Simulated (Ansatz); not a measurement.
# Twisted Ti2CO2 MXene bilayer, 32.20° (390 atoms): taking the cell apart: runs compared

Aim: the interaction energy between the two parts of twisted Ti2CO2 MXene bilayer, 32.20° (390 atoms) and its distance dependence.

Computed with Ansatz 0.2.0: Kohn-Sham DFT, PBE+D3(BJ), PAW (set soft_1), plane waves.

## 1. The cell as built

The cell holds 390 atoms: 78 C, 156 Ti and 156 O. Its edges and angles: a = 18.922 Å, b = 18.922 Å, c = 25.590 Å, α = 90.0°, β = 90.0°, γ = 120.0°. It derives from Ti2CO2 (Ti2CO2 MXene). Ti2CO2 MXene (a = 3.03 Å) under Ti2CO2 MXene (a = 3.03 Å), bilayer, commensurate cell of 39 unit cells a layer, twist 32.20 deg; facing planes 2.71 Å apart; 14 Å of vacuum; layers as built, displaced by a Gaussian of 0.01 Å. Regions: layer 1, 195 atoms (39 C, 78 Ti and 78 O); layer 2, 195 atoms (39 C, 78 Ti and 78 O). Vacuum lies along c.

What the set-up can't give: The main run has no spin polarisation, so moments on Ti can't form in it, and no Hubbard term.

## 2. The reference run

The reference is a single point at the end of the relaxation.

The parts (lower: layer 1 and upper: layer 2) keep their atoms where they stand in it, and shifted cells move the upper part rigidly.

Its input, with most atom lines left out:

```yaml
crystal:
  lattice:
    - [18.9223, 0.0, 0.0]
    - [-9.46115, 16.38719, 0.0]
    - [0.0, 0.0, 25.59]
  atoms:
    - { symbol: C, position: [0.02563, 0.58966, 0.36205] }
    - { symbol: Ti, position: [0.10258, 0.69226, 0.41259] }
    - { symbol: Ti, position: [0.12824, 0.61527, 0.31131] }
    - { symbol: O, position: [0.12839, 0.61559, 0.44806] }
    - { symbol: O, position: [0.10247, 0.69223, 0.27593] }
    - { symbol: C, position: [0.07695, 0.76924, 0.36201] }
    - { symbol: Ti, position: [0.15376, 0.87163, 0.41311] }
    [... atom lines 8 to 390 left out ...]
kpoints:
  mp_grid: { grid: [3, 3, 1] }
hamiltonian:
  xc: pbe
  dispersion: d3bj
  pseudopotentials: { kind: paw, azcp: { folder: soft_1 } }
scf:
  occupations: { method: gaussian, width: 0.05 }
output:
  forces: true
  populations: true
  dos:
    method: { smearing: { sigma: 0.15 } }
    de: 0.1
    projected: { site_lists: { C: [C], O: [O], Ti: [Ti] } }
  eigenvalues: true
  write_density: true
  write_potential: true
  volumetric_format: npy
  elf: true
```

* free energy per atom: -1278.3419 eV/atom
* r.m.s. force component: 0.01033 eV/Å

Filled and empty levels are parted by 0.369 eV (on the run's k-points); a semilocal functional tends to put such gaps too low.

## 3. The runs

Each row is one run, on 1 × NVIDIA GB200 with 32 threads of Arm Neoverse V2, shared host. The free energy is the program's total, comparable only between runs with the same functional, potentials and atoms, or as a whole against its parts.

| run | atoms | outcome | ionic steps, all passes | free energy (eV) | time | host memory (GiB) |
| --- | --- | --- | --- | --- | --- | --- |
| Single point at the start | 390 | converged | - | -498552.206 | 2.2 min | 3.2 |
| Relaxation | 390 | converged | 4 | -498553.341 | 6.4 min | 4.9 |
| Single point at the relaxed geometry | 390 | converged | - | -498553.341 | 3.2 min | 14 |
| The lower part alone | 195 | converged | - | -249271.879 | 53 s | 2.3 |
| The upper part alone | 195 | converged | - | -249271.878 | 50 s | 2.4 |
| Upper part moved by +0.3 Å | 390 | converged | - | -498552.757 | 2.1 min | 3.1 |
| Upper part moved by -0.3 Å | 390 | converged | - | -498551.649 | 1.8 min | 3.2 |
| Upper part moved by +0.8 Å | 390 | converged | - | -498550.643 | 2.1 min | 3.1 |
| Upper part moved by +1.6 Å | 390 | converged | - | -498547.884 | 2.3 min | 3.1 |
| Upper part moved by +3 Å | 390 | converged | - | -498545.695 | 2.3 min | 3.1 |

In some runs the program notes that it cut back its plan to fit the GPU's memory, it cut back its work space to fit the memory limit and the exchange-correlation potential is rough where the density is thin. Further notices: subspace factor gpu capped.

## 4. Interaction energy

Whole cell less its two parts, each frozen at the geometry of the whole and solved in the same cell with the same functional, so that energy zeros cancel. The upper part is 'layer 2' and the lower part 'layer 1'. The nearest atoms of the two parts stand 2.68 Å apart. The face is 310.1 Å².

| functional | interaction energy (eV) | of it, the added dispersion term (eV) | per area (meV/Å²) | per area (J/m²) | per atom of the upper part (meV) |
| --- | --- | --- | --- | --- | --- |
| PBE+D3(BJ) | -9.585 | -11.589 | -30.9 | -0.50 | -49.2 |

## 5. Energy against separation

The upper part is moved rigidly along the normal from its place in the reference.

| shift (Å) | energy change (eV) | per area (meV/Å²) | share of the binding lost (%) | gap (eV) |
| --- | --- | --- | --- | --- |
| -0.3 | 1.693 | 5.46 | - | 0.372 |
| +0.0 | 0.000 | 0.00 | - | 0.369 |
| +0.3 | 0.585 | 1.89 | 6 | 0.369 |
| +0.8 | 2.698 | 8.70 | 28 | 0.369 |
| +1.6 | 5.457 | 17.60 | 57 | 0.369 |
| +3.0 | 7.646 | 24.66 | 80 | 0.370 |

## 6. Levels of whole and parts

| cell | gap (eV) | vacuum level at the upper face, over the highest filled level, or over E_F where no gap is given (eV) | moment (μB) |
| --- | --- | --- | --- |
| whole | 0.369 | 5.82 | no spin |
| lower part | 0.371 | 5.78 | no spin |
| upper part | 0.371 | 5.81 | no spin |

## 7. Findings

The parts bind with 30.9 meV/Å² (9.58 eV for the cell) at the level PBE+D3(BJ), the size of van der Waals binding between sheets. The added dispersion term contributes -11.589 eV, the functional itself 2.004 eV. The curvature over ±0.3 Å is 1.3×10²⁰ N/m³, and the energy rises faster on the near side. At +3.0 Å, 80 % of the binding is lost; the shift also narrows the vacuum to the periodic image. On the run's k-points the gap of the whole, 0.369 eV, lies 0.0016 eV under the smaller of the parts'.

Caveats: The parts are frozen, so the energy of their deformation isn't counted. No correction is made for dipoles across the vacuum, and the parts also feel their periodic images through it.

The DFT runs together took 24 min of wall time.

[Logs are printed without paths, hosts, clocks, repeated set-up lines and the standing remarks that a program may print on its own settings, such as how far it seeks lower states.]

[Hosts, paths, dates, database ids (printed as entryN), source tags and the programs' standing remarks are cut or masked in the printed files.]
